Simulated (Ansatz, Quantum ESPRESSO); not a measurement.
**Pt (001), fcc: a film clamped to its substrate**

A thin film takes the in-plane lattice of its substrate and is free along the normal. How do the free axis and the stress follow the misfit? The strained cell has c along the film normal; unstrained it is a = 2.7683 Å, b = 2.7683 Å, c = 3.9149 Å, α = 90.00°, β = 90.00°, γ = 90.00°, with 2 atoms.

Calculated with Quantum ESPRESSO 7.5, PBEsol, GBRV 1.5 ultrasoft potentials, cutoff 680 eV, Fermi–Dirac smearing 0.05 eV, k-mesh 16×16×11, no spin polarisation, no spin-orbit coupling.

Relaxed positions at 0 %:

```csv
atom,x,y,z
Pt,0.0000,0.0000,0.0000
Pt,0.5000,0.5000,0.5000
```

```
ε∥ (%)   a (Å)   c (Å)  ε⊥ (%)  σ (GPa, tension positive)
    −3  2.6852  4.0734   4.050                     −10.77
    −2  2.7129  4.0205   2.698                      −6.60
    −1  2.7406  3.9680   1.357                      −2.98
     0  2.7683  3.9150   0.004                       0.03
     2  2.8236  3.8019  −2.887                       3.99
     3  2.8513  3.7430  −4.391                       5.20
```

**Question.** Fit both responses and give the free strain and the stress at +1 %, a row left out above.

Least squares with y = y0 + y1 ε + y2 ε² (ε in %) gives ε⊥ = −0.016 + (−1.4031) ε + (−0.0176) ε² and σ = −0.02 + (2.657) ε + (−0.310) ε² GPa. The linear terms put the ratio of free to applied strain at −1.403 and the biaxial modulus at 266 GPa.

At +1 % the free strain comes out as −1.437 %. The run itself gives −1.427 %, so the estimate misses by 0.010 %; the fitted rows themselves lie up to 0.022 % off the law.

The stress comes out as 2.33 GPa. The run itself gives 2.27 GPa, so the estimate misses by 0.06 GPa; the fitted rows themselves lie up to 0.07 GPa off the law.

For a cubic crystal strained in (001), ε⊥/ε∥ = −R with R = 2C12/C11, the modulus is C11 + C12 − 2C12²/C11 = C11(1 + R/2 − R²/2), so C11 = 370 GPa and C12 = 260 GPa.

The negative ε² term means that the crystal stiffens in compression and softens in tension.

The same fit over all rows at other levels or in other programs gives the strain ratio = −1.409 with PBEsol (Ansatz).

[Logs are printed without paths, hosts, clocks, repeated set-up lines and the standing remarks that a program may print on its own settings, such as how far it seeks lower states.]
